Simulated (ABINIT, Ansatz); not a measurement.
## Y2CN2O2 (P-3m1): G0W0 on several meshes in ABINIT

Aim: the GW shift of Y2CN2O2 (P-3m1) against the k mesh.

Calculated with ABINIT 10.8.3; LDA and many-body steps on it, plane waves.

This is a report of a sequence of runs, with most program output left out.

## Step 1: The structure

Symmetry: P-3m1, No. 164, trigonal system. The conventional cell has a = 3.699 Å, b = 3.699 Å, c = 8.169 Å, α = 90.00°, β = 90.00°, γ = 120.00°. Nearest to Y lie 4 O at 2.22 to 2.29 Å and 3 N at 2.56 Å. C has 2 N at 1.23 Å nearest. N has 1 C at 1.23 Å and 3 Y at 2.56 Å nearest. Nearest to O lie 4 Y at 2.22 to 2.29 Å. Farther neighbours and most contacts between anions are not listed.

The cell and positions are those that the Materials Project relaxed with its own functionals (PBE, PBE+U or r2SCAN), kept fixed.

## Step 2: Empty states on the mesh, 3×3×1 mesh, 199 bands

This step: ABINIT 10.8.3; DFT, LDA, plane waves, norm-conserving pseudopotentials.

The sums over transitions need many empty states on a uniform mesh; this step solves for them.

The input, run.abi:

```
acell 3*1.0 Angstrom
rprim 
  3.698989096613 -0.000000000003 0.000000000000
  -1.849494548304 3.203418525990 0.000000000000
  0.000000000000 0.000000000000 8.168855210000
ntypat 4
znucl 39 6 7 8
natom 7
typat 1 1 2 3 3 4 4
xred 
  0.333333333333 0.666666666667 0.677519680000
  0.666666666667 0.333333333333 0.322480320000
  0.000000000000 0.000000000000 0.000000000000
  0.000000000000 0.000000000000 0.150149940000
  0.000000000000 0.000000000000 0.849850060000
  0.333333333333 0.666666666667 0.396659330000
  0.666666666667 0.333333333333 0.603340670000
pp_dirpath "pseudos"
pseudos "Y.upf, C.upf, N.upf, O.upf"
ecut 37
ngkpt 3 3 1
nshiftk 1
shiftk 0 0 0
kptopt 1
chksymbreak 0
iscf -2
irdden 1
istwfk *1
nband 199
nbdbuf 18
tolwfr 1e-09
nstep 60
prtvol 0
indata_prefix "in"
outdata_prefix "out"
tmpdata_prefix "tmp"
```

Started as:

```console
$ OMP_NUM_THREADS=1 mpirun -n 3 abinit run.abi > log
```

The job ended after 59 s (3 MPI ranks of Intel Xeon Platinum 8488C (Sapphire Rapids), shared host; peak memory 0.37 GiB; 2.9 min of CPU time).

Numbers from this step:

```
gap                                                           : 3.727 eV
k of the valence top                                          : 0, 0, 0
k of the conduction bottom                                    : 0, 0, 0
least direct gap                                              : 3.727 eV
k points computed                                             : 3
lowest point of the top converged band, above the valence top : 71.0089 eV
```

On this mesh the gap is 3.727 eV.

The density comes from a self-consistent run that is not shown.

## Step 3: Screening, 3×3×1 mesh, 88 bands, screening to 114.3 eV

The RPA dielectric matrix is built and inverted for each q.

This step: RPA screening on LDA, plane waves, norm-conserving pseudopotentials.

run.abi, as its differences from that of step 2:

```diff
@@ -25,10 +25,11 @@
 chksymbreak 0
-iscf -2
-irdden 1
 istwfk *1
-nband 199
-nbdbuf 18
-tolwfr 1e-09
-nstep 60
-prtvol 0
+occopt 1
+irdwfk 1
+optdriver 3
+nband 88
+ecuteps 4.2
+inclvkb 2
+awtr 1
+symchi 1
 indata_prefix "in"
```

Started as:

```console
$ OMP_NUM_THREADS=1 mpirun -n 4 abinit run.abi > log
```

Wall time 14 s (4 MPI ranks); peak memory 0.82 GiB; 53 s of CPU time.

Numbers from this step:

```yaml
eps_infinity_with_local_fields_on_this_mesh_along_the_program_s_q_direction: 3.831
the_same_without_local_fields: 4.295
plasma_frequency: 26.15 eV
plane_waves_in_the_screening_matrix: 273
```

Local fields lower ε∞ by 11 %. On a Γ-centred mesh this coarse the value itself is usually too large, while a short band sum pulls it down.

## Step 4: 3×3×1

The self-energy is evaluated for the states that the input lists, and the levels follow from it, in one-shot runs by the linearised quasiparticle equation.

This step: G0W0 on LDA, plane waves, norm-conserving pseudopotentials.

run.abi, as its differences from that of step 3:

```diff
@@ -28,8 +28,15 @@
 irdwfk 1
-optdriver 3
+optdriver 4
 nband 88
+gwcalctyp 0
+ecutsigx 37
+symsigma 1
+nkptgw 1
+kptgw 
+  0.0000000000 0.0000000000 0.0000000000
+bdgw 
+  23 26
 ecuteps 4.2
-inclvkb 2
-awtr 1
-symchi 1
+irdscr 1
+ppmodel 1
 indata_prefix "in"
```

The job ended after 4.8 s (4 MPI ranks; peak memory 0.22 GiB; 18 s of CPU time).

Numbers from this step:

```
G0W0 gap on the points computed              : 5.194 eV
starting gap on the mesh                     : 3.727 eV
k of the valence top                         : 0, 0, 0
k of the conduction bottom                   : 0, 0, 0
Z at the valence top                         : 0.8
Z at the conduction bottom                   : 0.858
least direct G0W0 gap on the computed points : 5.194 eV
```

The gap on the mesh goes from 3.73 eV to 5.19 eV, a correction of +1.47 eV.

## Step 5: Empty states on the mesh, 3×3×2 mesh, 96 bands

This step: DFT, LDA, plane waves, norm-conserving pseudopotentials.

run.abi, as its differences from that of step 4:

```diff
@@ -20,3 +20,3 @@
 ecut 37
-ngkpt 3 3 1
+ngkpt 3 3 2
 nshiftk 1
@@ -25,18 +25,10 @@
 chksymbreak 0
+iscf -2
+irdden 1
 istwfk *1
-occopt 1
-irdwfk 1
-optdriver 4
-nband 88
-gwcalctyp 0
-ecutsigx 37
-symsigma 1
-nkptgw 1
-kptgw 
-  0.0000000000 0.0000000000 0.0000000000
-bdgw 
-  23 26
-ecuteps 4.2
-irdscr 1
-ppmodel 1
+nband 96
+nbdbuf 8
+tolwfr 1e-09
+nstep 60
+prtvol 0
 indata_prefix "in"
```

Elapsed: 39 s, on 4 MPI ranks; peak memory 0.41 GiB.

Numbers from this step:

```
gap                                                           : 3.727 eV
k of the valence top                                          : 0, 0, 0
k of the conduction bottom                                    : 0, 0, 0
least direct gap                                              : 3.727 eV
k points computed                                             : 6
lowest point of the top converged band, above the valence top : 36.53 eV
```

On this mesh the gap is 3.727 eV.

## Step 6: Screening, 3×3×2 mesh, 88 bands, screening to 114.3 eV

This step: RPA screening on LDA, plane waves, norm-conserving pseudopotentials.

run.abi, as its differences from that of step 5:

```diff
@@ -25,10 +25,11 @@
 chksymbreak 0
-iscf -2
-irdden 1
 istwfk *1
-nband 96
-nbdbuf 8
-tolwfr 1e-09
-nstep 60
-prtvol 0
+occopt 1
+irdwfk 1
+optdriver 3
+nband 88
+ecuteps 4.2
+inclvkb 2
+awtr 1
+symchi 1
 indata_prefix "in"
```

Elapsed: 32 s, on 4 MPI ranks; peak memory 1.1 GiB; 2.1 min of CPU time.

Numbers from this step:

```
ε∞ with local fields, on this mesh, along the program's q direction : 3.750
the same without local fields                                       : 4.196
plasma frequency                                                    : 26.15 eV
plane waves in the screening matrix                                 : 273
```

## Step 7: 3×3×2

This step: G0W0 on LDA, plane waves, norm-conserving pseudopotentials.

run.abi, as its differences from that of step 6:

```diff
@@ -28,8 +28,15 @@
 irdwfk 1
-optdriver 3
+optdriver 4
 nband 88
+gwcalctyp 0
+ecutsigx 37
+symsigma 1
+nkptgw 1
+kptgw 
+  0.0000000000 0.0000000000 0.0000000000
+bdgw 
+  23 26
 ecuteps 4.2
-inclvkb 2
-awtr 1
-symchi 1
+irdscr 1
+ppmodel 1
 indata_prefix "in"
```

The job ended after 6.9 s (4 MPI ranks; peak memory 0.9 GiB; 27 s of CPU time).

This step gave:

```yaml
g0w0_gap_on_the_points_computed: 5.061 eV
starting_gap_on_the_mesh: 3.727 eV
k_of_the_valence_top: 0, 0, 0
k_of_the_conduction_bottom: 0, 0, 0
z_at_the_valence_top: 0.805
z_at_the_conduction_bottom: 0.862
least_direct_g0w0_gap_on_the_computed_points: 5.061 eV
```

Against G0W0 in ABINIT (3×3×1 mesh, 88 bands, screening to 114.3 eV, Godby-Needs plasmon pole), the gap moves by −0.133 eV.

## Step 8: Side by side

Times are wall times on 4 MPI ranks of Intel Xeon Platinum 8488C (Sapphire Rapids), shared host, good to a factor of about two. A run's time includes the screening step that it read.

```tsv
run	mesh	bands	screening cutoff (eV)	DFT gap (eV)	gap on the mesh (eV)	direct (eV)	ε∞ used	time
3×3×1	3×3×1	88	114.3	3.727	5.194	5.194	3.83	18 s
3×3×2	3×3×2	88	114.3	3.727	5.061	5.061	3.75	39 s
```

## Step 9: Outcome

- 3×3×1: 5.194 eV
- 3×3×2: 5.061 eV
- known limits: not at the basis limit; no spin-orbit coupling; coarse k mesh

**Reading.** 3×3×2: −0.133 eV against 3×3×1. Bands and cutoff are finite, so the gap is not at the basis limit. The miss can reach some tenths of an eV and take either sign; the mesh is an error of its own. In the G0W0 runs levels were corrected at 1 k point alone, so a gap called «on the mesh» is the least over those, and an edge elsewhere would be missed. The 3×3×1 mesh is coarse for this cell, which bears on the long-range parts of exchange and screening. The many-body steps are scalar-relativistic: spin-orbit coupling is not in them.

[Paths, hosts, dates, memory and timing lines, banners, echoed tables and standing remarks are left out of the program output.]

[Logs are printed without paths, hosts, clocks, repeated set-up lines and the standing remarks that a program may print on its own settings, such as how far it seeks lower states.]

[Runs of the session that timed out or met a known fault of the program may be left out.]

[Hosts, paths, dates, database ids (printed as entryN), source tags and the programs' standing remarks are cut or masked in the printed files.]

[G0W0 gaps are taken among the corrected bands and points alone; a level outside them can change the order at an edge.]

[Where Ansatz stands beside ABINIT at settings called matched, ABINIT's density can come from a denser mesh and the files from another edition; pairs whose starting gaps differed by over 0.03 eV were left out, so agreement reads better than it is.]
